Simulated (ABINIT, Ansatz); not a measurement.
## A GW chain in ABINIT: PbS (Galena)

It takes space group Fm-3m (No. 225, cubic). Conventional cell: a = 5.931 Å, b = 5.931 Å, c = 5.931 Å, α = 90.00°, β = 90.00°, γ = 90.00°. Nearest to Pb lie 6 S at 2.97 Å. S has 6 Pb at 2.97 Å nearest. Farther neighbours, and contacts between anions beyond the nearest, are not listed.

```xyz
2
Lattice="0.0000 2.9657 2.9657 2.9657 0.0000 2.9657 2.9657 2.9657 0.0000" Properties=species:S:1:pos:R:3 pbc="T T T"
Pb    0.0000    0.0000    0.0000
S     2.9657    2.9657    2.9657
```

| Quantity | Value |
| --- | --- |
| method | RPA screening on PBE, plane waves, norm-conserving pseudopotentials (and 2 further levels or steps) |
| program | ABINIT 10.8.3 |
| settings | cutoff 32 Ha, PseudoDojo scalar-relativistic 0.4 stringent, norm-conserving, ngkpt (4, 4, 4), nband 115, ecuteps 5.5 Ha, inclvkb 2, shiftk (0, 0, 0), symchi 1, awtr 1, frequency ppm, 4×4×4 k-mesh |
| cost | 5 runs, 2.7 min in all on 8 MPI ranks of Arm Neoverse N1, shared host |
| notes | The database entry behind the starting cell differs from other determinations of this structure. The cell and positions come from the Crystallography Open Database and are kept as given unless a step says otherwise. Limits: mesh may overstate the screening; no spin-orbit coupling. The 4×4×4 mesh is coarse for this cell, which bears on the long-range parts of exchange and screening. The RPA ε∞ on this mesh reaches over 25; with a narrow direct gap a coarse mesh can overstate it, and the correction is then too small. |
| PBE gap | 0.36 eV, direct |
| G0W0 gap on the mesh | 0.55 eV |
| GW settings | 4×4×4 mesh, 115 bands, screening to 149.7 eV, Godby-Needs plasmon pole |

G0W0 moves the gap on the mesh from 0.36 eV to 0.55 eV (+0.19 eV), with Z of 0.78 and 0.81 at the edges. Local fields lower the RPA ε∞ on this mesh from 77.88 to 71.21; a Γ-centred mesh this coarse tends to raise both, most where the direct gap is narrow, while a short band sum lowers them.

## Quasiparticle gap of PbSe (Clausthalite) in ABINIT

It takes space group Fm-3m (No. 225, cubic). The conventional cell has a = 6.121 Å, b = 6.121 Å, c = 6.121 Å, α = 90.00°, β = 90.00°, γ = 90.00°. Pb has 6 Se at 3.06 Å nearest. Se has 6 Pb at 3.06 Å nearest. Farther neighbours, and contacts between anions beyond the nearest, are not listed.

```
Pb Se
1.0
     0.00000    3.06065    3.06065
     3.06065    0.00000    3.06065
     3.06065    3.06065    0.00000
Pb Se
1 1
Direct
  0.00000 0.00000 0.00000
  0.50000 0.50000 0.50000
```

* method: RPA screening on LDA, plane waves, norm-conserving pseudopotentials (and 2 further levels or steps)
* program: ABINIT 10.8.3
* settings: cutoff 48 Ha, PseudoDojo scalar-relativistic 0.4.1 stringent, norm-conserving, ngkpt (4, 4, 4), nband 46, ecuteps 3.2 Ha, inclvkb 2, shiftk (0, 0, 0), symchi 1, awtr 1, frequency ppm, 4×4×4 k-mesh
* cost: 5 runs, 2.7 min in all on 8 MPI ranks of Arm Neoverse N1, shared host
* notes: The cell and positions come from the Crystallography Open Database and are kept as given unless a step says otherwise. Limits: screening runs away on this mesh; no spin-orbit coupling. The 4×4×4 mesh is coarse for this cell, which bears on the long-range parts of exchange and screening. On this mesh the RPA ε∞ passes 90, more than nearly any semiconductor shows; a coarse mesh does this where one point with a narrow direct gap carries much weight. The screening is then too strong, and the G0W0 gap should not be taken as the material’s.
* LDA gap: 0.19 eV, direct
* G0W0 gap on the mesh: 0.04 eV
* GW settings: 4×4×4 mesh, 46 bands, screening to 87.1 eV, Godby-Needs plasmon pole

G0W0 moves the gap on the mesh from 0.19 eV to 0.04 eV (−0.15 eV), with Z of 0.80 and 0.81 at the edges. Local fields lower the RPA ε∞ on this mesh from 374.24 to 325.28.

[Long decimals in the printed logs are rounded to 6 places.]

[Logs are printed without paths, hosts, clocks, repeated set-up lines and the standing remarks that a program may print on its own settings, such as how far it seeks lower states.]

[Paths, hosts, dates, memory and timing lines, banners, echoed tables and standing remarks are left out of the program output; an Ansatz launch command may be rebuilt from the run's recorded settings. Measured values are a selection of at most five: reports struck by readers or far from the other reports are left out. None is set beside runs whose start may be inverted or whose files or cutoffs have a known fault.]

[Runs of the session that timed out or met a known fault of the program may be left out.]

[Hosts, paths, dates, database ids (printed as entryN), source tags and the programs' standing remarks are cut or masked in the printed files.]

[G0W0 gaps are taken among the corrected bands and points alone; a level outside them can change the order at an edge.]

[Where Ansatz stands beside ABINIT at settings called matched, ABINIT's density can come from a denser mesh and the files from another edition; pairs whose starting gaps differed by over 0.03 eV were left out, so agreement reads better than it is.]
